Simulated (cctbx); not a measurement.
**Accept or mend?**

Cell a = 6.2610 Å, b = 6.2610 Å, c = 15.5230 Å, α = 90.00°, β = 90.00°, γ = 120.00°; space group R-3m (no. 166). The compound is Na3Cr3FeO8.

The data are simulated with cctbx, not measured: Ag Kα, λ = 0.56087 Å, to d = 0.75 Å, 80 % of the full sphere, strongest reflection 40000 counts, noise from counting, a 3 % proportional error and a noise floor of 15 counts (s.d.); no absorption.

An isotropic refinement with weights 1/σ² prints:

```text
Rint 0.033, 192 unique reflections to 0.75 A
cycle     R1     wR2    GooF  max shift (A)
   1  0.3755  0.7024  24.580   0.14663
  12  0.0170  0.0680   2.379   0.08521
final R1 0.0162 wR2 0.0664 GooF 2.324  parameters 12  data/parameter 16.0
atom        x        y        z      Ueq    occ   su(xyz)  su(Uiso or U11)
Fe1    0.00000  0.00000  0.00000   0.0141  1.000  0.00000  0.0005
Cr1    0.00000  0.50000  0.00000   0.0105  1.000  0.00000  0.0003
Na1    0.33333  0.16667  0.16667   0.0165  1.000  0.00000  0.0006
O1     0.97666  0.48833  0.26349   0.0157  1.000  0.00063  0.0007
O2     0.00000  0.00000  0.25430   0.0202  1.000  0.00038  0.0016
O3     1.00481  0.33430  0.91613   1.0000  1.000  0.00567  0.0338
difference map: max 0.72 min -0.43 rms 0.14
Q1    0.0000  0.0000  0.5000    3    0.72  2.45 A from O1
Q2    0.0000  0.0000  0.3974    6    0.49  1.94 A from O1
Q3    0.0565  0.1129  0.3465   18    0.49  1.21 A from Cr1
Q4    0.0000  0.0000  0.0000    3    0.45  0.00 A from Fe1
Q5    0.0598  0.1196  0.8819   18    0.43  1.38 A from Na1
Q6    0.0000  0.0000  0.2961    6    0.43  0.65 A from O2
```

Q: Accept it or mend it, and why?

Mend it. The fault: spurious atom: O3. Against the right model at the same level, R1 goes from 0.0125 to 0.0162 and GooF from 0.93 to 2.32 and O3 takes U = the program's ceiling. A site with no density behind it hides by a very large U or drifts. The fit had not settled when the cycles ran out.

The compound is Na3Cr3FeO8. The right model at the same level gives:

```text
Rint 0.033, 192 unique reflections to 0.75 A
cycle     R1     wR2    GooF  max shift (A)
   1  0.0845  0.1800   6.230   0.01409
   2  0.0125  0.0267   0.925   0.00000
final R1 0.0125 wR2 0.0267 GooF 0.925  parameters 8  data/parameter 24.0
atom        x        y        z      Ueq    occ   su(xyz)  su(Uiso or U11)
Fe1    0.00000  0.00000  0.00000   0.0142  1.000  0.00000  0.0002
Cr1    0.00000  0.50000  0.00000   0.0106  1.000  0.00000  0.0001
Na1    0.33333  0.16667  0.16667   0.0165  1.000  0.00000  0.0002
O1     0.97665  0.48833  0.26350   0.0157  1.000  0.00024  0.0003
O2     0.00000  0.00000  0.25429   0.0204  1.000  0.00015  0.0006
difference map: max 0.52 min -0.58 rms 0.11
Q1    0.0000  0.0000  0.5000    3    0.52  2.45 A from O1
Q2    0.0780  0.5390  0.6978   18    0.41  0.67 A from O1
Q3    0.0620  0.1239  0.8821   18    0.35  1.36 A from Na1
Q4    0.0589  0.1177  0.3475   18    0.35  1.19 A from Cr1
Q5    0.0603  0.1206  0.0721   18    0.35  1.03 A from O1
Q6    0.0000  0.0000  0.3980    6    0.33  1.94 A from O1
```

The model was made for the exercise: a known structure type with other elements put in, its volume estimated, not relaxed; displacement parameters are assumed.

[Middle refinement cycles are left out of these outputs.]

[Logs are printed without paths, hosts, clocks, repeated set-up lines and the standing remarks that a program may print on its own settings, such as how far it seeks lower states.]
